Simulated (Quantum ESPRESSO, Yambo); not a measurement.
Four G0W0 runs on LiF (Griceite).

The structure is cubic, space group Fm-3m (No. 225). The conventional cell has a = 4.028 Å, b = 4.028 Å, c = 4.028 Å, α = 90.00°, β = 90.00°, γ = 90.00°. Nearest to Li lie 6 F at 2.01 Å. Nearest to F lie 6 Li at 2.01 Å. Farther neighbours, and contacts between anions beyond the nearest, are not listed.

```xyz
2
Lattice="0.0000 2.0140 2.0140 2.0140 0.0000 2.0140 2.0140 2.0140 0.0000" Properties=species:S:1:pos:R:3 pbc="T T T"
Li    0.0000    0.0000    0.0000
F     2.0140    2.0140    2.0140
```

The cell and positions come from the Crystallography Open Database and are kept as given unless a step says otherwise.

Program: Yambo 5.3.0; PBE start, 4×4×4 mesh, Godby-Needs plasmon pole.

| bands | screening cutoff (eV) | gap on the mesh (eV) |
| --- | --- | --- |
| 53 | 210.9 | 13.225 |
| 197 | 210.9 | 13.389 |
| 53 | 353.7 | 13.239 |

**Question.** If the two steps added up, what gap would 197 bands at 353.7 eV give? Do they add up?

From the first row, the second adds +0.164 eV and the third +0.014 eV, so the sum predicts 13.225 +0.164 +0.014 = 13.403 eV. The run gave 13.445 eV, +0.042 eV from that. They don't add up: at the higher cutoff the same bands are worth +0.206 eV. High empty states act through short-wavelength screening, so a band sum at a low cutoff levels off early.

Limits: short of the basis limit; coarse k mesh.

[Long decimals in the printed logs are rounded to 6 places.]

[Logs are printed without paths, hosts, clocks, repeated set-up lines and the standing remarks that a program may print on its own settings, such as how far it seeks lower states.]

[Paths, hosts, dates, memory and timing lines, banners, echoed tables and standing remarks are left out of the program output; an Ansatz launch command may be rebuilt from the run's recorded settings. Measured values are a selection of at most five: reports struck by readers or far from the other reports are left out. None is set beside runs whose start may be inverted or whose files or cutoffs have a known fault.]

[Runs of the session that timed out or met a known fault of the program may be left out.]

[Hosts, paths, dates, database ids (printed as entryN), source tags and the programs' standing remarks are cut or masked in the printed files.]
